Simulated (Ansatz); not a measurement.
**Random rock-salt alloy of LiF and LiH (64 atoms): a short ab initio trajectory**

Aim: follow random rock-salt alloy of LiF and LiH (64 atoms) for a short time with forces from DFT, then look at structure and electrons in the last frame.

Main program and level: Ansatz 0.2.0; Kohn-Sham DFT, PBE, PAW (set soft_2), plane waves.

## 1. The structure

The cell holds 64 atoms: 32 Li, 28 H and 4 F. Its edges and angles: a = 8.152 Å, b = 8.152 Å, c = 8.152 Å, α = 90.0°, β = 90.0°, γ = 90.0°. It derives from LiF (rock-salt) and LiH, repeated 2×2×2. Rock-salt LiF, 2 x 2 x 2 conventional cells, 28 of 32 F sites given to H at random (x = 0.875), lattice by Vegard's rule (a = 4.076 Å); not relaxed, displaced by a Gaussian of 0.02 Å.

What the set-up can't give: The host structure and its lattice constant were typed by rule, without a check against the phase diagram. The Brillouin zone is sampled at Γ only, in a cell whose shortest periodic width is 8 Å.

## 2. Dynamics started at 300 K

A Nosé–Hoover thermostat steers the temperature while disturbing the dynamics little. The time step is 0.5 fs, short enough for the stretching of bonds to hydrogen.

File input.yaml:

```yaml
crystal:
  lattice:
    - [8.152, 0.0, 0.0]
    - [0.0, 8.152, 0.0]
    - [0.0, 0.0, 8.152]
  atoms:
    - { symbol: Li, position: [0.99941, 0.00189, 0.99933] }
    - { symbol: H, position: [0.24761, 0.99982, 0.99748] }
    - { symbol: Li, position: [0.00057, 0.24557, 0.24974] }
    - { symbol: F, position: [0.2468, 0.24986, 0.24851] }
    [... 54 atom lines left out ...]
    - { symbol: Li, position: [0.50029, 0.74983, 0.74819] }
    - { symbol: F, position: [0.7504, 0.74917, 0.74905] }
    - { symbol: Li, position: [0.74949, 0.50095, 0.75065] }
    - { symbol: H, position: [0.50148, 0.49843, 0.74865] }
    - { symbol: Li, position: [0.74674, 0.75371, 0.50105] }
    - { symbol: H, position: [0.50025, 0.74914, 0.50082] }
kpoints:
  mp_grid: { grid: [1, 1, 1] }
hamiltonian:
  xc: pbe
scf:
  occupations: { method: gaussian, width: 0.025 }
output:
  forces: true
  stress: true
md:
  timestep: 0.5
  n_steps: 400
  ensemble: nvt_nose_hoover
  temperature: 300
  initial_velocities: maxwell_boltzmann
  seed: 8309
```

Started as:

```
> ansatz run input.yaml --threads 4 --pin off --max-ram 8192MiB --backend cpu --events-out ev --progress --plain --runs-dir out
```

Elapsed: 4.5 min, on 4 threads of AMD EPYC 9R45, shared host; peak memory 0.67 GiB.

The program notes that the SCF threshold is loose for the stress and it switched symmetry off.

Rows from the run:

```csv
time (fs),T (K),potential (meV/atom),conserved (meV/atom)
0.0,300,0.0,0.00
13.5,134,21.2,0.02
26.5,102,25.6,0.02
40.0,150,20.1,0.01
53.5,165,19.5,0.02
66.5,206,15.6,0.01
80.0,168,21.8,0.02
93.5,178,21.6,0.01
106.5,166,24.0,0.02
120.0,183,22.9,0.02
133.5,186,23.7,0.02
146.5,204,22.5,0.02
160.0,236,19.8,0.02
173.5,179,28.5,0.02
186.5,199,27.1,0.02
200.0,212,26.9,0.02
```

Mean square displacement from the first frame to the last: Li 0.030 Å², H 0.031 Å², F 0.0096 Å².

Mean square displacement against time lag:

```csv
time lag (fs),F (Å²),H (Å²),Li (Å²)
0.5,4.9e-6,1.1e-4,1.7e-5
4.5,3.9e-4,0.00868,0.00137
8.5,0.00137,0.0276,0.00473
12.5,0.00288,0.0498,0.00981
17.0,0.00511,0.0694,0.0171
21.0,0.00746,0.0763,0.0245
25.0,0.0100,0.0723,0.0324
29.5,0.0131,0.0589,0.0413
33.5,0.0159,0.0452,0.0489
37.5,0.0187,0.0349,0.0559
41.5,0.0215,0.0304,0.0619
46.0,0.0245,0.0321,0.0673
50.0,0.0271,0.0373,0.0708
54.0,0.0295,0.0434,0.0731
58.5,0.0319,0.0492,0.0741
62.5,0.0338,0.0528,0.0739
66.5,0.0353,0.0550,0.0726
70.5,0.0365,0.0559,0.0706
75.0,0.0373,0.0548,0.0675
79.0,0.0375,0.0519,0.0642
83.0,0.0372,0.0477,0.0604
87.5,0.0363,0.0429,0.0557
91.5,0.0351,0.0398,0.0513
95.5,0.0334,0.0387,0.0468
100.0,0.0311,0.0401,0.0418
```

The drift taken off is the plain mean over atoms, not the centre of mass, so with hydrogen in the cell the heavy atoms' values at short lags are too large.

Over the second half of 200 fs the temperature averages 197 K with swings of 20 K r.m.s. The conserved energy stays within 0.02 meV/atom. From first frame to last H has the largest mean square displacement, 0.031 Å² at the end; the farthest move is 0.30 Å. The mean temperature of 197 K lies well off the 300 K of the input, so the thermostat hasn't yet brought the run to equilibrium. The run spans 0.20 ps, too short for its means to be equilibrium values.

## 3. Distances and neighbours late in the run

The g(r) is a mean over the second half; what follows it is taken at the last frame.

Density 1.00 g/cm³, 8.465 Å³ an atom.

Mean of 14 frames. g(r), total and by pair (bins of 0.2 Å):

```csv
r (Å),total,Li-Li,Li-H,Li-F,H-H,H-F,F-F
1.70,0.10,0.00,0.23,0.00,0.00,0.00,0.00
1.90,1.96,0.00,3.96,3.66,0.00,0.00,0.00
2.10,2.41,0.00,4.67,5.83,0.00,0.00,0.00
2.30,0.39,0.00,0.86,0.26,0.00,0.00,0.00
2.50,0.06,0.08,0.05,0.00,0.11,0.00,0.00
2.70,1.15,2.23,0.00,0.00,2.45,2.28,0.50
2.90,2.95,6.01,0.00,0.00,5.58,6.61,5.05
3.10,0.71,1.36,0.03,0.00,1.49,1.32,0.84
3.30,0.36,0.06,0.67,0.61,0.05,0.00,0.00
3.50,1.24,0.00,2.44,2.64,0.00,0.00,0.00
3.70,0.57,0.03,1.11,1.05,0.04,0.02,0.00
3.90,0.36,0.68,0.08,0.03,0.61,0.59,0.00
4.10,0.71,1.32,0.03,0.00,1.34,1.96,0.00
4.30,0.63,0.40,0.93,0.58,0.37,0.21,0.00
4.50,2.04,0.01,3.98,4.63,0.01,0.00,0.00
4.70,1.54,0.52,2.62,2.44,0.53,0.28,0.00
4.90,1.59,2.96,0.24,0.13,2.89,3.33,2.93
5.10,1.34,2.64,0.00,0.00,2.67,2.98,1.42
5.30,0.17,0.36,0.00,0.00,0.37,0.21,0.00
5.50,0.13,0.25,0.00,0.00,0.28,0.21,0.00
5.70,0.65,1.25,0.06,0.02,1.24,1.25,1.90
5.90,0.92,0.86,1.03,0.72,0.83,0.82,1.34
6.10,1.62,0.17,2.98,3.63,0.24,0.11,0.00
6.30,1.27,1.31,1.27,1.04,1.30,1.36,0.57
6.50,1.27,2.10,0.49,0.24,1.96,2.33,2.02
6.70,1.12,0.41,1.79,2.09,0.48,0.34,0.00
6.90,0.78,0.34,1.23,1.15,0.36,0.19,1.35
7.10,0.53,0.55,0.50,0.38,0.61,0.36,2.67
```

Bonds by pair of elements; cutoffs follow the first minimum of g(r), held within bounds set by covalent radii, and pairs that aren't listed don't count as bonded (cutoffs were set anew for this text, so counts can differ from the run's own analysis):

```csv
pair A-B,cutoff (Å),bonds,mean length (Å),spread (Å),shortest (Å),B about A,A about B
Li-H,2.31,164,2.03,0.127,1.76,5.12,5.86
Li-F,2.68,24,2.08,0.102,1.92,0.75,6
```

The cutoff for Li-H falls short of the minimum of g(r), so counts run low and odd coordinations can be artefacts.

How many atoms have how many bonded neighbours:

```csv
element,mean,4,5,6
F,6,0,0,4
H,5.86,1,2,25
Li,5.88,0,4,28
```

Bond angles, per cent of each kind in bins of 5°:

```csv
angle (°),Li-H-Li,H-Li-H,F-Li-H,Li-F-Li
75–80,1.0,1.5,1.8,1.7
80–85,12.7,9.8,14.5,6.7
85–90,26.9,27.2,28.2,36.7
90–95,25.7,27.5,24.5,25.0
95–100,10.7,12.1,4.5,8.3
100–105,2.7,2.0,4.5,1.7
105–110,0.2,0.3,0.0,0.0
110–115,0.0,0.0,0.0,0.0
115–120,0.0,0.0,0.0,0.0
120–125,0.0,0.0,0.0,0.0
125–130,0.0,0.0,0.0,0.0
130–135,0.0,0.0,0.0,0.0
135–140,0.0,0.0,0.0,0.0
140–145,0.0,0.0,0.0,0.0
145–150,0.0,0.0,0.0,0.0
150–155,0.0,0.0,0.0,0.0
155–160,0.2,0.3,0.0,0.0
160–165,1.2,1.2,0.0,0.0
165–170,4.5,4.3,6.4,5.0
170–175,8.7,5.8,9.1,10.0
175–180,5.2,8.1,6.4,5.0
```

Bond angles (no mean is given where the spread exceeds 20°):

```csv
angle,count,mean (°),spread (°)
Li-H-Li,401,-,-
H-Li-H,346,-,-
F-Li-H,110,-,-
Li-F-Li,60,-,-
F-Li-F,4,87.1,3.7
```

Bond length by coordination (bonds to H left out):

```csv
element,coordination,atoms,mean bond length (Å)
Li,5,2,2.16
Li,6,18,2.07
```

For some of the pairs, g(r) has its first main peak near 2.88 Å (Li-Li), 2.02 Å (Li-H), 2.05 Å (Li-F), 2.87 Å (H-H) and 2.92 Å (H-F).

## 4. Single point at the last frame

The last frame is solved once more, with the analyses that the dynamics left out.

File input.yaml:

```yaml
crystal:
  lattice:
    - [8.152, 0.0, 0.0]
    - [0.0, 8.152, 0.0]
    - [0.0, 0.0, 8.152]
  atoms:
    - { symbol: Li, position: [0.99756, 0.00204, 0.99673] }
    - { symbol: H, position: [0.23268, 0.99579, 0.00398] }
    - { symbol: Li, position: [0.97395, 0.26351, 0.24561] }
    - { symbol: F, position: [0.24065, 0.24368, 0.25105] }
    [... 54 atom lines left out ...]
    - { symbol: Li, position: [0.50169, 0.74657, 0.73409] }
    - { symbol: F, position: [0.7582, 0.74906, 0.74974] }
    - { symbol: Li, position: [0.7605, 0.49092, 0.75309] }
    - { symbol: H, position: [0.49568, 0.51347, 0.74217] }
    - { symbol: Li, position: [0.75417, 0.77137, 0.50604] }
    - { symbol: H, position: [0.51854, 0.72344, 0.49657] }
kpoints:
  mp_grid: { grid: [1, 1, 1] }
hamiltonian:
  xc: pbe
scf:
  occupations: { method: gaussian, width: 0.025 }
output:
  forces: true
  stress: true
  populations: true
  dos:
    method: { smearing: { sigma: 0.15 } }
    de: 0.1
    projected: { site_lists: { F: [F], H: [H], Li: [Li] } }
  eigenvalues: true
  write_density: true
  write_potential: true
  volumetric_format: npy
```

It took 2.8 s on 4 threads; peak memory 0.63 GiB.

The run gave:

| Item | Value |
| --- | --- |
| free energy | -10259.4054 eV |
| free energy per atom | -160.3032 eV/atom |
| SCF cycles | 8 |
| pressure | 0.4326 GPa |
| r.m.s. force component | 0.2357 eV/Å |
| longest force | 0.8699 eV/Å |
| Fermi energy | 2.783 eV |
| gap (highest filled to lowest empty level) | 3.366 eV |
| spilling of the projection | 0.008676 |

Length of the force by element:

```csv
element,coordination,atoms,mean length of the force (eV/Å),spread,least,most
F,all,4,0.363,0.172,0.156,0.548
H,all,28,0.399,0.139,0.103,0.610
Li,all,32,0.354,0.177,0.0858,0.870
```

Löwdin charges by element (they lack the spilled electrons, 0.021 e an atom on average):

```csv
element,coordination,atoms,mean charge (e),spread,least,most
F,all,4,-0.744,0.002,-0.747,-0.742
H,all,28,-0.576,0.0099,-0.598,-0.551
Li,all,32,0.638,0.0218,0.608,0.684
```

Density of states as counts of states in windows of 1 eV (from the Fermi level), total and the larger projections:

```csv
from (eV),to (eV),total,H s,Li s,F p
-18,-8,0.0,0.0,0.0,0.0
-8,-7,4.7,0.4,0.6,3.7
-7,-6,19.3,1.8,2.7,14.5
-6,-5,9.7,3.7,2.8,3.1
-5,-4,21.9,16.4,3.7,1.3
-4,-3,8.8,6.9,1.1,0.6
-3,-2,10.8,9.8,0.7,0.1
-2,-1,4.8,4.6,0.1,0.0
-1,1,0.0,0.0,0.0,0.0
1,2,6.0,0.1,0.6,0.0
2,3,3.1,0.0,1.9,0.0
3,4,20.3,0.4,5.5,0.1
4,5,12.6,0.8,4.9,0.1
```

Between -26 and -18 eV lie 8 more states.

The stored curve holds about 88 of the 152 electrons; the rest, give or take the few that broadening carries across the Fermi level, lie in deeper levels below its range.

The levels nearest the highest filled one (over half full), pooled over k-points and spins:

```csv
level less the highest filled one (eV),occupation
-0.719,2
-0.422,2
-0.374,2
-0.287,2
-0.234,2
0,2
3.37,0
3.42,0
3.43,0
4.65,0
4.72,0
4.82,0
```

Mean Löwdin charges: F -0.74, H -0.58, Li +0.64 e (they miss 0.87 % of the electrons, so they add up to more than the cell's charge).

## 5. Outcome

| Quantity | Value |
| --- | --- |
| mean temperature, second half | 197.3 K |
| temperature swing, second half | 20.33 K |
| mean pressure, second half | 0.792 GPa |
| slope of the conserved energy against time, by least squares | 0.0262 meV/atom/ps |
| free energy per atom | -160.3032 eV/atom |
| density | 1 g/cm³ |
| pressure | 0.4326 GPa |
| r.m.s. force component | 0.2357 eV/Å |
| gap (highest filled to lowest empty level) | 3.366 eV |
| wall time of the 2 DFT runs | 4.6 min |

In words: Over the second half of 200 fs the temperature averages 197 K with swings of 20 K r.m.s. The conserved energy stays within 0.02 meV/atom. The mean temperature of 197 K lies well off the 300 K of the input, so the thermostat hasn't yet brought the run to equilibrium. The run spans 0.20 ps, too short for its means to be equilibrium values. The highest filled and lowest empty levels differ by 3.37 eV at Γ alone; the mesh holds the band edges only if they fold onto it, so the gap at this level can be narrower or closed, while semilocal functionals tend to narrow gaps against experiment.

What to keep in mind: The pressure of a single frame lacks the kinetic term, about 0.32 GPa here.

[Logs are printed without paths, hosts, clocks, repeated set-up lines and the standing remarks that a program may print on its own settings, such as how far it seeks lower states.]

[Hosts, paths, dates, database ids (printed as entryN), source tags and the programs' standing remarks are cut or masked in the printed files.]
